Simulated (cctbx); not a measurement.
**Which space group?**

Cell: a = 5.6230 Å, b = 5.7190 Å, c = 11.7680 Å, α = 90.00°, β = 90.00°, γ = 90.00°. Expected content of the cell: Pb1 La2 Cs3 Cd2.

The data are simulated with cctbx, not measured: Mo Kα, λ = 0.71073 Å, to d = 0.65 Å, 80 % of the full sphere, strongest reflection 20000 counts, noise from counting, a 4 % proportional error and a noise floor of 15 counts (s.d.); no absorption.

A first pass over the reflections prints:

```text
4637 reflections to d = 0.650 A
centring   violations  <I/sigma> of those
    A        998 of  2345      5.4
    B        988 of  2315      5.4
    C        458 of  2338      1.9
    I        575 of  2308      2.4
    R       1299 of  3070      5.5
    F       1222 of  3499      4.2
Laue class    unique    Rint  (classes that these axes allow; Friedel mates merged)
P -1             2775   0.036
P 1 2/m 1        1563   0.042
P 1 1 2/m        1513   0.042
P 2/m 1 1        1565   0.041
P m m m           885   0.045
space group    extra absences  I>4sigma  <I/sigma>
P 2 2 2                 0          0         -  acentric
P 2 21 2                6          0       0.2  acentric
P m m 2                 0          0         -  acentric
P 2 m m                 0          0         -  acentric
P m 2 m                 0          0         -  acentric
P m m m                 0          0         -  centric
Wilson B = 0.82 A^2   <|E^2-1|> = 1.349 (0.968 centric, 0.736 acentric)   E^2>4: 8.8 %
shell (A)         n   <I/sigma>
11.77 - 1.30    135     13.3
 1.30 - 1.03    113     12.4
 1.03 - 0.90    107     13.7
 0.90 - 0.82    103     10.1
 0.82 - 0.76    115     11.9
 0.76 - 0.72     96     10.2
 0.72 - 0.68    115      8.5
 0.68 - 0.65    101     11.5
```

Q: Read the symmetry from these tables.

Every centring test has many violations, so the lattice is primitive.

Rint stays low (0.036 to 0.045) up to P m m m, the highest class in these axes.

6 settings pass the absence test. The most absences obeyed, 6, belong to P 2 21 2 alone.

⟨|E²−1|⟩ = 1.349 is above even the centric ideal, a mark of pseudo-translation (a class of systematically weak reflections). The Wilson B of 0.82 Å² means U ≈ 0.0104 Å².

The true group is Pmmm (no. 47), Laue class mmm, centrosymmetric. It passes the tests but isn't the first choice, because the arrangement of the atoms makes further classes of reflections very weak or absent.

The model is made up (kin elements in a known structure type, no relaxation), so it says nothing on whether the phase exists.

[Logs are printed without paths, hosts, clocks, repeated set-up lines and the standing remarks that a program may print on its own settings, such as how far it seeks lower states.]
